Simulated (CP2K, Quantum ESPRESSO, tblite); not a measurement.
**Other levels on random packing of 58BN-42Si3N4 (mol %) (107 atoms)**

Density of this cell: 2.44 g/cm³. The cell holds 107 atoms: 15 B, 59 N and 33 Si. Its edges and angles: a = 10.916 Å, b = 10.916 Å, c = 10.916 Å, α = 90.0°, β = 90.0°, γ = 90.0°. 107 atoms (15 B, 59 N, 33 Si) packed at random in a cube at 2.44 g/cm³ and pushed apart as soft spheres, cations and anions kept from their own kind; a start for melting by ab initio MD, not an equilibrated structure. Then every atom was moved at random, 0.02 Å r.m.s. a Cartesian component.

Geometry: as built.

The reference, a calculation:

```
method                 : Kohn-Sham DFT, PBE, SSSP efficiency 1.3.0 pseudopotentials, plane waves (Quantum ESPRESSO 7.5); sssp-pbe-1.3.0-efficiency, cutoffs 60/480 Ry, Γ point
r.m.s. force component : 1.738 eV/Å
longest force          : 6.087 eV/Å
pressure               : -21.29 GPa
time                   : 11 min on 4 MPI ranks of Arm Neoverse V1, shared host
CPU time               : 43 min
```

Runs, in no order:
A. tblite GFN1-xTB: GFN1-xTB tight binding, diagonalisation
B. CP2K PBE, SZV-MOLOPT-SR, 600/50 Ry, diagonalisation: Kohn-Sham DFT, PBE, GTH-PBE pseudopotentials, Gaussian and plane waves, SZV-MOLOPT-SR-GTH, diagonalisation
C. CP2K PBE, DZVP-MOLOPT-SR, 840/50 Ry, diagonalisation: Kohn-Sham DFT, PBE, GTH-PBE pseudopotentials, Gaussian and plane waves, DZVP-MOLOPT-SR-GTH, diagonalisation

Q: Order them from the smallest to the largest r.m.s. force difference.

C, A, B.

| run | Δ force, r.m.s. (meV/Å) | share of r.m.s. force (%) | CPU time |
| --- | --- | --- | --- |
| C. CP2K PBE, DZVP-MOLOPT-SR, 840/50 Ry, diagonalisation | 45.2 | 2.60 | 18 min |
| A. tblite GFN1-xTB | 578 | 33.3 | 7.7 s |
| B. CP2K PBE, SZV-MOLOPT-SR, 600/50 Ry, diagonalisation | 968 | 55.7 | 8.8 min |

Periodic xTB results under one method name differ between programs and library versions. The electronic-structure runs sample only Γ, in a cell whose shortest periodic width is 11 Å, which is coarse for a cell with partly filled levels.

[Logs are printed without paths, hosts, clocks, repeated set-up lines and the standing remarks that a program may print on its own settings, such as how far it seeks lower states.]

[Hosts, paths, dates, database ids (printed as entryN), source tags and the programs' standing remarks are cut or masked in the printed files.]
